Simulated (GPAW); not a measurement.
# free-standing triangular Ir monolayer, spacing 2.904 A: a ladder in the k mesh, part 2 of 2

Aim: see how far moments and order energies of free-standing triangular Ir monolayer, spacing 2.904 A move with the k mesh, and what each rung costs.

GPAW 26.7.0; PBE; plane waves with GPAW's PAW setups, scalar-relativistic.

So far, largest spin moment in the augmentation sphere (μB): step 2 (rung 1 (mesh 4×4×1), start ferro +) 1.33; step 5 (rung 2 (mesh 6×3×1), start antiferro q=(0,1/2,0) +-) 0.710; step 6 (rung 3 (mesh 8×8×1), start ferro +) 1.26; step 7 (rung 3 (mesh 8×4×1), start antiferro q=(0,1/2,0) +-) 0.686; step 8 (rung 4 (mesh 10×10×1), start ferro +) 1.35.

## (9) Rung 4 (mesh 10×5×1), start antiferro q=(0,1/2,0) +-

Contents of order2.py:

```python
import json
import numpy as np
from ase import Atoms
from ase.parallel import paropen, parprint
from gpaw import GPAW

atoms = Atoms(['Ir', 'Ir'],
    cell=[[2.904, 0.0, 0.0],
         [-2.904, 5.029876, 0.0],
         [0.0, 0.0, 14.0]],
    scaled_positions=[[0.0, 0.0, 0.5],
         [0.0, 0.5, 0.5]],
    pbc=True,
    magmoms=[1.0, -1.0])
atoms.calc = GPAW(mode={'name': 'pw', 'ecut': 550},
    xc='PBE',
    kpts={'size': (10, 5, 1), 'gamma': True},
    occupations={'name': 'fermi-dirac', 'width': 0.1},
    convergence={'density': 1e-05, 'energy': 1e-05},
    maxiter=200,
    symmetry={'tolerance': 1e-4},
    txt='order2.txt')
e = atoms.get_potential_energy(force_consistent=True)
res = {'free_energy': e, 'energy_sigma0': atoms.get_potential_energy(), 'fermi_energy': atoms.calc.get_fermi_level()}
res['moments'] = atoms.get_magnetic_moments().tolist()
res['total'] = atoms.get_magnetic_moment()
parprint('site moments (muB):', np.round(res['moments'], 3))
parprint(f"total moment: {res['total']:.3f} muB")
parprint(f'free energy: {e:.6f} eV')
atoms.calc.write('order2.gpw')
with paropen('results.json', 'w') as f:
    json.dump(res, f)
```

Command:

```sh
> OMP_NUM_THREADS=1 python3 order2.py > order2.log
```

Numbers of over 12 decimals in the logs are rounded to 6 here.

Output:

```text
site moments (muB): [ 0.646 -0.646]
total moment: -0.000 muB
free energy: -13.298794 eV

--- order2.txt ---
Input parameters:
  mode=PW(ecut=550),
  convergence={'density': 1e-05, 'energy': 1e-05},
  kpts=MonkhorstPack(size=(10, 5, 1), gamma=True),
  maxiter=200,
  occupations=Occupations(name='fermi-dirac', width=0.1),
  symmetry=Symmetry(tolerance=0.0001),
  xc=XC(name='PBE')

Diagonalizing LCAO Hamiltonian
[...]
|          8 |        -5.656 |     1.000 |        -5.656 |     1.000 |
|          9 |        -5.031 |     1.000 |        -5.031 |     1.000 |
[...]
|         18 |        -0.835 |     0.000 |        -0.835 |     0.000 |
|         19 |         2.463 |     0.000 |         2.463 |     0.000 |
|         20 |         2.488 |     0.000 |         2.488 |     0.000 |
|         21 |         3.447 |     0.000 |         3.447 |     0.000 |

No gap
No difference between direct/indirect transitions


[key lines of the parts left out:]
Free energy:     -13.298794
Converged in 16 steps
dipole moment: (-10.463501, -18.123313, 0.000008)  # |e|*Ang
Fermi level: -3.293
```

The job ended after 1.9 min (1 MPI rank of Intel Xeon Platinum 8488C (Sapphire Rapids), shared host; peak memory 0.37 GiB).

This step gave:

```
magnetization  : 0 μB
final state    : antiferromagnetic
largest moment : 0.6465 μB
```

This start lies +92.3 meV a seeded atom from the first, a change of +14.0 meV since rung 3; its largest moment is 0.646 μB.

## (10) Rung 5 (mesh 14×14×1), start ferro +

Contents of order1.py:

```python
import json
import numpy as np
from ase import Atoms
from ase.parallel import paropen, parprint
from gpaw import GPAW

atoms = Atoms(['Ir'],
    cell=[[2.904, 0.0, 0.0],
         [-1.452, 2.514938, 0.0],
         [0.0, 0.0, 14.0]],
    scaled_positions=[[0.0, 0.0, 0.5]],
    pbc=True,
    magmoms=[1.0])
atoms.calc = GPAW(mode={'name': 'pw', 'ecut': 550},
    xc='PBE',
    kpts={'size': (14, 14, 1), 'gamma': True},
    occupations={'name': 'fermi-dirac', 'width': 0.1},
    convergence={'density': 1e-05, 'energy': 1e-05},
    maxiter=200,
    symmetry={'tolerance': 1e-4},
    txt='order1.txt')
e = atoms.get_potential_energy(force_consistent=True)
res = {'free_energy': e, 'energy_sigma0': atoms.get_potential_energy(), 'fermi_energy': atoms.calc.get_fermi_level()}
res['moments'] = atoms.get_magnetic_moments().tolist()
res['total'] = atoms.get_magnetic_moment()
parprint('site moments (muB):', np.round(res['moments'], 3))
parprint(f"total moment: {res['total']:.3f} muB")
parprint(f'free energy: {e:.6f} eV')
atoms.calc.write('order1.gpw')
with paropen('results.json', 'w') as f:
    json.dump(res, f)
```

Command:

```sh
> OMP_NUM_THREADS=1 python3 order1.py > order1.log
```

Output:

```text
site moments (muB): [1.26]
total moment: 1.389 muB
free energy: -6.733788 eV

--- order1.txt ---
Input parameters:
  mode=PW(ecut=550),
  convergence={'density': 1e-05, 'energy': 1e-05},
  kpts=MonkhorstPack(size=(14, 14, 1), gamma=True),
  maxiter=200,
  occupations=Occupations(name='fermi-dirac', width=0.1),
  symmetry=Symmetry(tolerance=0.0001),
  xc=XC(name='PBE')

Diagonalizing LCAO Hamiltonian
[...]
|          3 |        -9.061 |     1.000 |        -8.818 |     1.000 |
|          4 |        -5.171 |     1.000 |        -4.527 |     1.000 |
[...]
|          8 |        -3.305 |     0.882 |        -2.173 |     0.000 |
|          9 |        -1.450 |     0.000 |        -1.133 |     0.000 |
|         10 |         2.420 |     0.000 |         2.443 |     0.000 |
|         11 |         3.429 |     0.000 |         3.423 |     0.000 |

No gap
No difference between direct/indirect transitions


[key lines of the parts left out:]
Free energy:      -6.733788
Converged in 12 steps
dipole moment: (-5.235525, -9.068196, 0.000003)  # |e|*Ang
Fermi level: -3.104
```

Elapsed: 27 s, on 1 MPI rank; peak memory 0.22 GiB.

Numbers from this step:

```
magnetization  : 1.389 μB
final state    : ferromagnetic
largest moment : 1.260 μB
```

The largest moment moves by -0.09 μB from rung 4, at 1.5 times its CPU time.

## (11) Rung 5 (mesh 14×7×1), start antiferro q=(0,1/2,0) +-

order2.py is the script of step 9 with these lines changed:

```diff
@@ -16,3 +16,3 @@
     xc='PBE',
-    kpts={'size': (10, 5, 1), 'gamma': True},
+    kpts={'size': (14, 7, 1), 'gamma': True},
     occupations={'name': 'fermi-dirac', 'width': 0.1},
```

Command:

```sh
> OMP_NUM_THREADS=1 python3 order2.py > order2.log
```

Output:

```text
site moments (muB): [ 0.719 -0.719]
total moment: 0.000 muB
free energy: -13.296689 eV

--- order2.txt ---
Input parameters:
  mode=PW(ecut=550),
  convergence={'density': 1e-05, 'energy': 1e-05},
  kpts=MonkhorstPack(size=(14, 7, 1), gamma=True),
  maxiter=200,
  occupations=Occupations(name='fermi-dirac', width=0.1),
  symmetry=Symmetry(tolerance=0.0001),
  xc=XC(name='PBE')

Diagonalizing LCAO Hamiltonian
[...]
|          8 |        -5.650 |     1.000 |        -5.650 |     1.000 |
|          9 |        -4.948 |     1.000 |        -4.948 |     1.000 |
[...]
|         18 |        -0.755 |     0.000 |        -0.755 |     0.000 |
|         19 |         2.450 |     0.000 |         2.450 |     0.000 |
|         20 |         2.541 |     0.000 |         2.541 |     0.000 |
|         21 |         3.439 |     0.000 |         3.439 |     0.000 |

No gap
No difference between direct/indirect transitions


[key lines of the parts left out:]
Free energy:     -13.296689
Converged in 16 steps
dipole moment: (-10.474534, -18.142424, 0.000008)  # |e|*Ang
Fermi level: -3.307
```

Run time: 3.6 min. Hardware: 1 MPI rank; peak memory 0.5 GiB.

This step gave:

```
magnetization  : 0 μB
final state    : antiferromagnetic
largest moment : 0.7187 μB
```

This start lies +85.4 meV a seeded atom from the first, a change of -6.8 meV since rung 4; its largest moment is 0.719 μB.

## (12) Side by side

Ladder, by row:

| rung | mesh | state from the first start | state from the second start | second less first (meV a seeded atom) | moment, first (μB) | moment, second (μB) | CPU time (s) |
| --- | --- | --- | --- | --- | --- | --- | --- |
| 1 | 4x4x1 | ferromagnetic | antiferromagnetic | 80.39 | 1.331 | 0.5226 | 47.9 |
| 2 | 6x6x1 | ferromagnetic | antiferromagnetic | 57.86 | 1.101 | 0.7104 | 65.57 |
| 3 | 8x8x1 | ferromagnetic | antiferromagnetic | 78.21 | 1.258 | 0.6856 | 96.64 |
| 4 | 10x10x1 | ferromagnetic | antiferromagnetic | 92.25 | 1.349 | 0.6465 | 134.2 |
| 5 | 14x14x1 | ferromagnetic | antiferromagnetic | 85.44 | 1.26 | 0.7187 | 242.6 |

## (13) Summary of results

```yaml
range_of_the_moment_in_the_table_first_start: 1.10 to 1.35 μB
range_of_cpu_time: 48 s to 4 min
range_of_the_energy_difference: 57.9 to 92.3 meV a seeded atom
```

**Reading.** Only the last rung can serve as the reference, and the rung before it is still 6.8 meV away, so convergence is not shown. The first start ends lower on every rung of the table; whether functional and cell give the true order is another question.

[Logs and program files are shortened in this print: banners, set-up blocks, solver, clock and traceback lines can be left out without a mark of their own.]

[Logs are printed without paths, hosts, clocks, repeated set-up lines and the standing remarks that a program may print on its own settings, such as how far it seeks lower states.]

[Hosts, paths, dates, database ids (printed as entryN), source tags and the programs' standing remarks are cut or masked in the printed files.]

[Where a cell is said to come from a database of computed structures, the database is the Materials Project.]
